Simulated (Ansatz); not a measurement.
# Which metal contacts MoSi2N4? The Schottky-Mott estimate

If a metal and one layer of MoSi2N4 lined up by their vacuum levels alone, the barrier for electrons would be the work function less the affinity, and that for holes the ionisation energy less the work function. What does that give for common contact metals?

**Method.** Ansatz 0.2.0, plane waves with PAW datasets (its set soft_2), PBE. Layers: cell and atoms relaxed with a dispersion term, band edges read against the vacuum level. Here the gap is 2.04 eV, the ionisation energy 5.54 eV and the affinity 3.50 eV. Metals: relaxed slabs of 7 layers at the tabulated experimental lattice constant, Fermi-Dirac smearing of 0.1 eV, Ni with spin. Labels allow 0.1 eV either way. The layer is built with its outer anions above the metal atom, one of several stackings, and need not be the one that is grown.

The runs side by side:

```tsv
metal	work function (eV)	barrier for electrons (eV)	barrier for holes (eV)	by the rule
Sc(0001)	3.59	0.09	1.95	at the conduction edge
Al(111)	4.03	0.53	1.51	favours electrons
Hf(0001)	4.33	0.83	1.21	favours electrons
Ti(0001)	4.37	0.87	1.17	favours electrons
Ag(111)	4.49	0.99	1.05	mid-gap
Mo(110)	4.56	1.06	0.98	mid-gap
Cu(111)	4.82	1.32	0.72	favours holes
W(110)	4.84	1.34	0.70	favours holes
Ru(0001)	5.01	1.51	0.53	favours holes
Ni(111)	5.06	1.56	0.48	favours holes
Pd(111)	5.24	1.74	0.30	favours holes
Au(111)	5.27	1.77	0.27	favours holes
Pt(111)	5.71	2.21	−0.17	no barrier for holes
```

**Reading.** By the rule the Fermi level lies over the conduction edge for 0, inside the gap for 12 and under the valence edge for 1 of the 13 metals. The middle of the gap lies 4.52 eV under the vacuum level: metals with a smaller work function favour electrons, those with a larger one holes. Worked for Cu(111): 4.82 − 3.50 = 1.32 eV and 5.54 − 4.82 = 0.72 eV, which add up to the gap, 2.04 eV.

Caveats: This is the limit without any interaction. A real contact lowers the metal's work function by compressing its electron tail, moves charge and can pin the Fermi level, so barriers at bonded contacts depend far less on the metal; van der Waals contacts come nearer to the rule. The layer is built from a prototype, and its stability was not tested. PBE gaps usually lie under quasiparticle gaps, which makes the two barriers together too small, and a missing barrier can be an artefact of that. Spin-orbit coupling is left out. The table is a selection: not every member that was run is listed.

[Logs are printed without paths, hosts, clocks, repeated set-up lines and the standing remarks that a program may print on its own settings, such as how far it seeks lower states.]
